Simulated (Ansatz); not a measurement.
# ThBr4 (I4_1/amd): phonons and vibrational spectra, part 2 of 3

Wanted: phonon frequencies of ThBr4 (I4_1/amd) and what follows from them.

Ansatz 0.2.0; DFT PBEsol, scalar-relativistic, plane waves, PAW.

So far. Step 3 (Tight relaxation): The largest force component left is 0.47 meV/Å. The volume is held at 31.76 Å³/atom, so a pressure of -0.25 GPa remains at this level.

### 4. Linear response at the zone centre

The zone centre comes first: it holds the modes that light can see, as far as symmetry allows. The response to a homogeneous field gives the Born charges and the dielectric tensor.

Contents of input.yaml:

```yaml
crystal:
  lattice:
    - [-4.4560615455, 4.4560615455, 3.9983844191]
    - [4.4560615455, -4.4560615455, 3.9983844191]
    - [4.4560615455, 4.4560615455, -3.9983844191]
  atoms:
    - { symbol: Th, position: [0.0, 0.0, 0.0] }
    - { symbol: Th, position: [0.75, 0.25, 0.5] }
    - { symbol: Br, position: [0.2413422061, 0.9265510438, 0.3147911624] }
    - { symbol: Br, position: [0.6765510438, 0.8617598814, 0.1852088376] }
    - { symbol: Br, position: [0.6117598814, 0.9265510438, 0.6852088376] }
    - { symbol: Br, position: [0.6765510438, 0.4913422061, 0.8147911624] }
    - { symbol: Br, position: [0.5086577939, 0.3234489562, 0.1852088376] }
    - { symbol: Br, position: [0.0734489562, 0.7586577939, 0.6852088376] }
    - { symbol: Br, position: [0.1382401186, 0.3234489562, 0.8147911624] }
    - { symbol: Br, position: [0.0734489562, 0.3882401186, 0.3147911624] }
kpoints:
  mp_grid: { grid: [4, 4, 4] }
hamiltonian:
  xc: pbesol
scf:
  occupations: { method: fixed }
output:
  eigenvalues: true
phonons:
  method: dfpt
  dielectric: true
  rigid_motions: translations
```

On the command line:

```sh
$ ansatz run input.yaml --threads 16 --pin off --max-ram 61440MiB --backend cuda --events-out ev --progress --plain --runs-dir out
```

Numbers of over 12 decimals in the logs are rounded to 6 here.

Output:

```text
[...]
concurrent solve slots: 12 of 16 are kept, ahead of what memory takes: no pass of the eigensolver takes more rounds on 12
[...]
Crystal: 10 atoms, lattice volume = 317.575 Å³
Basis set: ecut = 420 eV, 6169 PW (Γ), exchange–correlation on 120×120×120 points (8 copies of the dense FFT grid, shifted against one another)
Bands: 50, of which v1, the nominal top of the filled ones, is band 40 counted from 1 (39 counted from 0)
Symmetry: 16 space group operations
k-points: 36 of 64 (irreducible under 1 space group operation, time reversal used)
[...]
SCF iter   1: F=—  HF=-48021.237080 eV  |F-HF|=—  |Δ(HF+E_count)|=         —  Δρ=3.85e-3  dr2=2.75e-2  ethr=1.77e-3  ⟨swp⟩=5.9  Hψ=7016  notcnv=0  defer=157
[...]
SCF iter   2: F=—  HF=-48021.252870 eV  |F-HF|=—  |Δ(HF+E_count)|=   1.58e-2  Δρ=2.09e-3  dr2=6.70e-3  ethr=3.43e-5  ⟨swp⟩=3.1  Hψ=3673  notcnv=0  defer=284
[...]
SCF iter   9: F=-48021.260105 eV  HF=-48021.260105 eV  |F-HF|=1.46e-11  |Δ(HF+E_count)|=  2.04e-10  Δρ=7.76e-8  dr2=2.86e-11  ethr=1.00e-12  ⟨swp⟩=18.4  Hψ=13548  notcnv=0
SCF 1 converged in 9 iterations: F = -48021.260105 eV  dr2 = 2.86e-11
[...]
NSCF: frozen V_eff on 1 k-points
[...]
DFPT response loops at q = (0, 0, 0) (fractional): preconditioner auto → Resta (q_TF=auto, 2.168 Å⁻¹)  ε∞=4.5 (no band partly filled); β = 1.00, the filter's whole step (`scf.mixing.beta` (0.50) is not read by the response loops at its default; to damp them type it under 1.00, their step now; it binds the ground state too); Anderson in place of MSR1; while a model of the screening serves, it and β = 1 on shorter waves in the place of filter and β
[...]
DFPT response loops at Γ: preconditioner auto → Resta (q_TF=auto, 2.168 Å⁻¹)  ε∞=4.5 (no band partly filled); β = 1.00, the filter's whole step (`scf.mixing.beta` (0.50) is not read by the response loops at its default; to damp them type it under 1.00, their step now; it binds the ground state too); Broyden in place of MSR1
── the response to a field inside a basis, on 4×4×4 k-points: an SCF that follows is theirs, and a resumed run solves both again ──
[...]
Bands: 41, of which v1, the nominal top of the filled ones, is band 40 counted from 1 (39 counted from 0)
k-points: 11 of 64
[...]
Eigensolver: Dense (11 Hₖ)
SCF iter   1: F=—  HF=-48020.869394 eV  |F-HF|=—  |Δ(HF+E_count)|=         —  Δρ=2.93e-4  dr2=1.88e-4  ethr=1.00e-1
[...]
SCF 1 converged in 5 iterations: F = -48020.869516 eV  dr2 = 1.93e-8
[...]
SCF converged after 9 iterations
[...]
site 1:
         5.84604   -0.00000   -0.00000
        -0.00000    5.84604   -0.00000
         0.00000   -0.00000    4.05362
    site 2:
        -0.40431    0.00000   -0.00000
         0.00000   -2.51871   -0.46090
        -0.00000   -0.54730   -1.01341
    site 3:
        -2.51871   -0.00000    0.46090
         0.00000   -0.40431    0.00000
         0.54730   -0.00000   -1.01341
    site 4:
        -0.40431    0.00000   -0.00000
         0.00000   -2.51871    0.46090
         0.00000    0.54730   -1.01341
    site 5:
        -2.51871   -0.00000   -0.46090
         0.00000   -0.40431    0.00000
        -0.54730   -0.00000   -1.01341
    site 6:
        -0.40431    0.00000   -0.00000
         0.00000   -2.51871   -0.46090
        -0.00000   -0.54730   -1.01341
    site 7:
        -2.51871   -0.00000   -0.46090
         0.00000   -0.40431   -0.00000
        -0.54730   -0.00000   -1.01341
    site 8:
        -0.40431    0.00000   -0.00000
         0.00000   -2.51871    0.46090
         0.00000    0.54730   -1.01341
    site 9:
        -2.51871   -0.00000    0.46090
         0.00000   -0.40431    0.00000
         0.54730   -0.00000   -1.01341
  Z* charge neutrality: 4.088e-2 e pre-enforcement
  solved inside a basis spanned on kpoints, on 4×4×4 k-points, its susceptibility summed on 8×8×8: ε∞ is read to err by 3.6e-2, Z* by 2.9e-2 e (field_mesh: kpoints solves on kpoints); Z* is corrected for what the basis lacks
  optical modes at Γ without the LO–TO term, one row a degenerate level:
      ω (cm⁻¹)  modes    IR ((D/Å)²/amu)
         14.57      1             0.0000
         32.11      2             0.0000
         35.22      1             0.0000
         41.05      1             0.0000
         60.62      1             0.0000
         62.88      2             3.5402
         72.55      1             0.0000
         78.51      2             0.0000
         91.14      2             3.6577
        109.03      1             0.0000
        114.21      1             5.8324
        117.64      2             0.0000
        117.65      1             0.0000
[...]
optical modes at Γ + LO–TO along q̂ = [1.0000, 0.0000, 0.0000]:
      ω (cm⁻¹)  modes    IR ((D/Å)²/amu)
[...]
optical modes at Γ + LO–TO along q̂ = [0.0000, 1.0000, 0.0000]:
      ω (cm⁻¹)  modes    IR ((D/Å)²/amu)
[...]
optical modes at Γ + LO–TO along q̂ = [0.0000, 0.0000, 1.0000]:
      ω (cm⁻¹)  modes    IR ((D/Å)²/amu)
[...]
91.14      2             3.6577
        109.03      1             0.0000
        117.64      2             0.0000
        117.65      1             0.0000
        130.74      1             0.0000
        145.48      1             4.1838
        148.98      2            21.9159
        172.19      1             2.1478
        172.71      1             0.0000
        175.22      2             0.0000
        183.78      1             0.0000
        193.14      1             0.0000
```

It took 14 s on 1 × NVIDIA GB200 with 16 threads of Arm Neoverse V2, shared host; peak memory 3.9 GiB; 93 s of CPU time.

In the SCF lines HF is the Harris–Foulkes energy and dr2 the Hartree energy of the density residual, in eV; the loop may stop once dr2 is under the threshold and the program's other checks hold. Hψ counts applications of the Hamiltonian.

Numbers from this step:

```
sum-rule residual before enforcement                    : 4.30e-5 eV/Å²
miss of the charge sum rule                             : 0.04088 e
estimated error of the dielectric tensor                : 0.03619
estimated error of the Born charges                     : 0.02930 e
point group                                             : 4/mmm
highest optical mode at the zone centre (no LO-TO term) : 193.1 cm⁻¹
lowest optical zone-centre mode                         : 14.57 cm⁻¹
mean high-frequency dielectric constant                 : 4.655
largest Born charge (third of the trace)                : 5.249 e
mean static dielectric constant                         : 10.90
top of the zone-centre spectrum with the field          : 200.3 cm⁻¹
```

Without the LO-TO term. Patterns of degenerate modes are one choice out of their space. Modes at Γ, with each element's share of the kinetic energy:

```csv
mode,frequency (cm⁻¹),symmetry,Th %,Br %
1,0.0,acoustic,42,58
2,0.0,acoustic,42,58
3,0.0,acoustic,42,58
4,14.6,B1u,0,100
5,32.1,Eg,1,99
6,32.1,Eg,1,99
7,35.2,B2g,0,100
8,41.0,A2g,0,100
9,60.6,B1g,91,9
10,62.9,Eu,25,75
11,62.9,Eu,25,75
12,72.5,A1u,0,100
13,78.5,Eg,50,50
14,78.5,Eg,50,50
15,91.1,Eu,0,100
16,91.1,Eu,0,100
17,109.0,A1g,0,100
18,114.2,A2u,38,62
19,117.6,not assigned,14,86
20,117.6,not assigned,14,86
21,117.7,not assigned,0,100
22,130.7,B1g,9,91
23,149.0,Eu,33,67
24,149.0,Eu,33,67
25,167.2,A2u,20,80
26,172.7,B1g,0,100
27,175.2,Eg,36,64
28,175.2,Eg,36,64
29,183.8,A1g,0,100
30,193.1,B2u,0,100
```

Displacements in mode 4 (14.6 cm⁻¹), the largest set to 1:
```
Th1  0.00  0.00  0.00
Th2  0.00  0.00  0.00
Br3 -1.00  0.00  0.00
Br4  0.00  1.00  0.00
Br5  1.00  0.00  0.00
Br6  0.00 -1.00  0.00
Br7 -1.00  0.00  0.00
Br8  0.00 -1.00  0.00
Br9  1.00  0.00  0.00
Br10 0.00  1.00  0.00
```

Displacements in mode 8 (41.0 cm⁻¹), the largest set to 1:
```
Th1  0.00  0.00  0.00
Th2  0.00  0.00  0.00
Br3 -1.00  0.00  0.00
Br4  0.00 -1.00  0.00
Br5  1.00  0.00  0.00
Br6  0.00  1.00  0.00
Br7  1.00  0.00  0.00
Br8  0.00 -1.00  0.00
Br9 -1.00  0.00  0.00
Br10 0.00  1.00  0.00
```

Optical modes at the zone centre, without and with the macroscopic field of the longitudinal modes; each column is sorted by frequency, so a row need not hold one and the same mode. Modes with and without the field, by row:

```csv
rank among optical modes,no field (cm⁻¹),"q along (1, 0, 0) (cm⁻¹)","q along (0, 0, 1) (cm⁻¹)"
1,14.6,14.6,14.6
2,32.1,32.1,32.1
3,32.1,32.1,32.1
4,35.2,35.2,35.2
5,41,41,41
6,60.6,60.6,60.6
7,62.9,62.9,62.9
8,62.9,69.9,62.9
9,72.5,72.5,72.5
10,78.5,78.5,78.5
11,78.5,78.5,78.5
12,91.1,91.1,91.1
13,91.1,98.6,91.1
14,109,109,109
15,114.2,114.2,117.6
16,117.6,117.6,117.6
17,117.6,117.6,117.7
18,117.7,117.7,130.7
19,130.7,130.7,145.5
20,149,149,149
21,149,167.2,149
22,167.2,172.7,172.2
23,172.7,175.2,172.7
24,175.2,175.2,175.2
25,175.2,183.8,175.2
26,183.8,193.1,183.8
27,193.1,200.3,193.1
```

Born charge (rows field, columns displacement) (e), principal values of the symmetric part by kind of site:

```csv
atom,atoms with these values,low,middle,high,mean
Th1,2,4.05,5.85,5.85,5.25
Br3,8,-2.67,-0.86,-0.40,-1.31
```

In full for Th1:

```
5.85 0.00 0.00
0.00 5.85 0.00
0.00 0.00 4.05
```

High-frequency dielectric tensor:

```
4.82 0.00 0.00
0.00 4.82 0.00
0.00 0.00 4.33
```

Static dielectric tensor (ions relaxed, fixed cell):

```
12.62  0.00  0.00
 0.00 12.62  0.00
 0.00  0.00  7.45
```

Transverse modes. Lines of the infrared spectrum (strongest = 100):

```csv
position (cm⁻¹),lines merged,relative intensity
15,1,0.0
32,1,0.0
35,1,0.0
41,1,0.0
61,1,0.0
63,1,16
73,1,0.0
78,1,0.0
91,1,17
109,1,0.0
114,1,27
118,2,0.0
131,1,0.0
149,1,100
167,1,2.3
173,1,0.0
175,1,0.0
184,1,0.0
193,1,0.0
```

Before it was imposed, the acoustic sum rule was missed by 4.3e-5 eV/Å² and the charge sum rule by 0.041 e. The charge miss is large and points to the mesh or the basis. The lowest optical mode is real, 14.6 cm⁻¹.

[end of part 2 of 3]

[Logs are printed without paths, hosts, clocks, repeated set-up lines and the standing remarks that a program may print on its own settings, such as how far it seeks lower states.]

[Hosts, paths, dates, database ids (printed as entryN), source tags and the programs' standing remarks are cut or masked in the printed files.]
